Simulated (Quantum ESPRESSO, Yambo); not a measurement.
# Converging GW for CdF2 (Fm-3m) in Yambo, part 2 of 2

Wanted: a converged G0W0 gap of CdF2 (Fm-3m), or an estimate of the limit.

Quantum ESPRESSO 7.5 and Yambo 5.3.0; PBE and many-body steps on it, plane waves. Known limits of the many-body steps: not at the basis limit; d shell near the gap, gap tends to lie low; no spin-orbit coupling; coarse k mesh.

So far. Step 2 (Empty states on the mesh, 4×4×4 mesh, 478 bands): On this mesh the gap is 3.124 eV. Step 4 (74 bands, 122.5 eV): The gap on the mesh goes from 3.12 eV to 5.32 eV, a correction of +2.19 eV.

### 5. 205 bands, 231.3 eV

Level of this step: G0W0 on PBE, plane waves, norm-conserving pseudopotentials (Yambo).

gw2.in reads:

```
HF_and_locXC
gw0
dyson
ppa
em1d
rim_cut
RandQpts= 1000000
RandGvec= 1 RL
EXXRLvcs= 94 Ry
VXCRLvcs= 376 Ry
Chimod= "HARTREE"
% BndsRnXp
 1 | 205 |
%
NGsBlkXp= 17 Ry
% LongDrXp
 1 | 1 | 1 |
%
% GbndRnge
 1 | 205 |
%
DysSolver= "n"
ExtendOut
PPAPntXp= 27.21138 eV
% QPkrange
 8 | 8 | 16 | 19 |
 1 | 1 | 16 | 19 |
%
```

Started as:

```console
OMP_NUM_THREADS=1 mpirun -n 4 yambo -F gw2.in -J gw2 -C gw2 > gw2.log
```

What it wrote:

```text
 Yambo, version 5.3.0

 [02] CORE Variables Setup
 =========================

  [... cell, symmetries and grids as in the set-up ...]

  [02.05] Energies & Occupations
  ==============================

  [X] === General ===
  [X] Electronic Temperature                        :  0.000000  0.000000 [eV K]
  [X] Bosonic    Temperature                        :  0.000000  0.000000 [eV K]
  [X] Finite Temperature mode                       : no
  [X] El. density                                   :  0.86947E+24 [cm-3]
  [X] Fermi Level                                   :  6.529887 [eV]

  [X] === Gaps and Widths ===
  [X] Conduction Band Min                           :  3.123994 [eV]
  [X] Valence Band Max                              :  0.000000 [eV]
  [X] Filled Bands                                  :  17
  [X] Empty Bands                                   :    18   478
  [X] Direct Gap                                    :  3.619366 [eV]
  [X] Direct Gap localized at k                     :  1
  [X] Indirect Gap                                  :  3.123994 [eV]
  [X] Indirect Gap between kpts                     :   8   1
  [X] Last valence band width                       :  0.495373 [eV]
  [X] 1st conduction band width                     :  4.976967 [eV]

 [03] Transferred momenta grid and indexing
 ==========================================

 IBZ Q-points                                      :   8
 BZ  Q-points                                      :   64

 K/Q-points units:
 rlu = crystal or reduced units; cc = cartesian coordinates; iku = interal k-units

 Q [1]          [rlu]:  0.000000  0.000000  0.000000
 Q [2]          [rlu]:  0.14198E-16 -0.27435E-16  0.25000
 Q [3]          [rlu]: -0.28396E-16  0.54870E-16 -0.50000
[...]
[Hartree-Fock] El. density                        :  0.86947E+24 [cm-3]
  [Hartree-Fock] Fermi Level                        :  6.529887 [eV]

  [Hartree-Fock] === Gaps and Widths ===
  [Hartree-Fock] Conduction Band Min                :  4.990525 [eV]
  [Hartree-Fock] Valence Band Max                   : -0.088828 [eV]
  [Hartree-Fock] Filled Bands                       :  17
  [Hartree-Fock] Empty Bands                        :    18   478
  [Hartree-Fock] Direct Gap                         :  5.439230 [eV]
  [Hartree-Fock] Direct Gap localized at k          :  2
  [Hartree-Fock] Indirect Gap                       :  5.079353 [eV]
  [Hartree-Fock] Indirect Gap between kpts          :   7   2
  [Hartree-Fock] Last valence band width            :  7.695860 [eV]
  [Hartree-Fock] 1st conduction band width          :  9.098857 [eV]

 [08] Dyson equation: Newton solver
 ==================================

  [08.01] G0W0 (W PPA)
  ====================

  [  GW  ] Bands range     :    1  205
  [GW/PPA] G damping       :  0.100000 [eV]

  QP @ state[ 1 ] K range:  1  1
  QP @ state[ 1 ] b range:  16  19
  QP @ state[ 2 ] K range:   8   8
  QP @ state[ 2 ] b range:  16  19

   Sc/G bands                                       :    1  205
   Sc/G damping                                     :  0.100000 ev
   Sc bands terminator                              : no
   Sx RL components                                 :   4111

   QP @ state[ 1 ] K range                          :  1  1
   QP @ state[ 1 ] b range                          :  16  19
   QP @ state[ 2 ] K range                          :   8   8
   QP @ state[ 2 ] b range                          :  16  19
   GF energies kind                                 : Perdew, Burke & Ernzerhof(X)+Perdew, Burke & Ernzerhof(C)
   GF WF`s kind                                     : Perdew, Burke & Ernzerhof(X)+Perdew, Burke & Ernzerhof(C)
   Xs energies kind                                 : Perdew, Burke & Ernzerhof(X)+Perdew, Burke & Ernzerhof(C)
   Xs WF`s kind                                     : Perdew, Burke & Ernzerhof(X)+Perdew, Burke & Ernzerhof(C)

 [11] Game Over & Game summary
```

It took 5 min on 4 MPI ranks of Intel Xeon 6975P-C (Granite Rapids), shared host; peak memory 1.9 GiB.

This step gave:

| Property | Result |
| --- | --- |
| G0W0 gap on the points computed | 5.394 eV |
| starting gap on the mesh | 3.124 eV |
| k of the valence top | 0.25, -0.5, -0.25 |
| k of the conduction bottom | 0, 0, 0 |
| least direct G0W0 gap on the computed points | 6.155 eV |
| Z at the valence top | 0.7943 |
| Z at the conduction bottom | 0.8686 |

Against G0W0 in Yambo (4×4×4 mesh, 74 bands, screening to 122.5 eV, Godby-Needs plasmon pole), the gap moves by +0.078 eV.

### 6. 478 bands, 353.7 eV

gw3.in, as its differences from gw2.in of step 5:

```diff
@@ -12,5 +12,5 @@
 % BndsRnXp
- 1 | 205 |
+ 1 | 478 |
 %
-NGsBlkXp= 17 Ry
+NGsBlkXp= 26 Ry
 % LongDrXp
@@ -19,3 +19,3 @@
 % GbndRnge
- 1 | 205 |
+ 1 | 478 |
 %
```

Started as:

```console
OMP_NUM_THREADS=1 mpirun -n 4 yambo -F gw3.in -J gw3 -C gw3 > gw3.log
```

What it wrote:

```text
 Yambo, version 5.3.0

 [02] CORE Variables Setup
 =========================

  [... cell, symmetries and grids as in the set-up ...]

  [02.05] Energies & Occupations
  ==============================

  [X] === General ===
  [X] Electronic Temperature                        :  0.000000  0.000000 [eV K]
  [X] Bosonic    Temperature                        :  0.000000  0.000000 [eV K]
  [X] Finite Temperature mode                       : no
  [X] El. density                                   :  0.86947E+24 [cm-3]
[...]
QP @ state[ 1 ] b range                          :  16  19
   QP @ state[ 2 ] K range                          :   8   8
   QP @ state[ 2 ] b range                          :  16  19
   GF energies kind                                 : Perdew, Burke & Ernzerhof(X)+Perdew, Burke & Ernzerhof(C)
   GF WF`s kind                                     : Perdew, Burke & Ernzerhof(X)+Perdew, Burke & Ernzerhof(C)
   Xs energies kind                                 : Perdew, Burke & Ernzerhof(X)+Perdew, Burke & Ernzerhof(C)
   Xs WF`s kind                                     : Perdew, Burke & Ernzerhof(X)+Perdew, Burke & Ernzerhof(C)

 [11] Game Over & Game summary
```

It took 31 min on 4 MPI ranks; peak memory 2.8 GiB.

Numbers from this step:

| Property | Result |
| --- | --- |
| G0W0 gap on the points computed | 5.540 eV |
| starting gap on the mesh | 3.124 eV |
| k of the valence top | 0.25, -0.5, -0.25 |
| k of the conduction bottom | 0, 0, 0 |
| least direct G0W0 gap on the computed points | 6.296 eV |

Against G0W0 in Yambo (4×4×4 mesh, 205 bands, screening to 231.3 eV, Godby-Needs plasmon pole), the gap moves by +0.145 eV.

### 7. The runs together

Times are wall times on 4 MPI ranks of Intel Xeon 6975P-C (Granite Rapids), shared host, good to a factor of about two.

| run | mesh | bands | screening cutoff (eV) | DFT gap (eV) | gap on the mesh (eV) | direct (eV) | time |
| --- | --- | --- | --- | --- | --- | --- | --- |
| 74 bands, 122.5 eV | 4×4×4 | 74 | 122.5 | 3.124 | 5.317 | 6.070 | 49 s |
| 205 bands, 231.3 eV | 4×4×4 | 205 | 231.3 | 3.124 | 5.394 | 6.155 | 5 min |
| 478 bands, 353.7 eV | 4×4×4 | 478 | 353.7 | 3.124 | 5.540 | 6.296 | 31 min |

### 8. Summary of results

```yaml
74_bands_122p5_ev: 5.317 eV
205_bands_231p3_ev: 5.394 eV
478_bands_353p7_ev: 5.540 eV
known_limits: not at the basis limit; d shell near the gap, gap tends to lie low; no spin-orbit coupling; coarse k mesh
```

From the first rung to the last the gap moves by +0.22 eV for 38 times the time. The steps are not yet shrinking, so no limit is drawn. In the G0W0 runs levels were corrected at 2 k points alone, so a gap called «on the mesh» is the least over those, and an edge elsewhere would be missed. The 4×4×4 mesh is coarse for this cell, which bears on the long-range parts of exchange and screening. A d shell, filled or nearly so, lies near the gap. One-shot GW converges very slowly in bands there, not always from below, and on a semilocal start the gap tends to come out low; starts rich in exact exchange can overshoot instead. The many-body steps are scalar-relativistic: spin-orbit coupling is not in them.

[Paths, hosts, dates, memory and timing lines, banners, echoed tables and standing remarks are left out of the program output.]

[Logs are printed without paths, hosts, clocks, repeated set-up lines and the standing remarks that a program may print on its own settings, such as how far it seeks lower states.]

[Runs of the session that timed out or met a known fault of the program may be left out.]

[Hosts, paths, dates, database ids (printed as entryN), source tags and the programs' standing remarks are cut or masked in the printed files.]
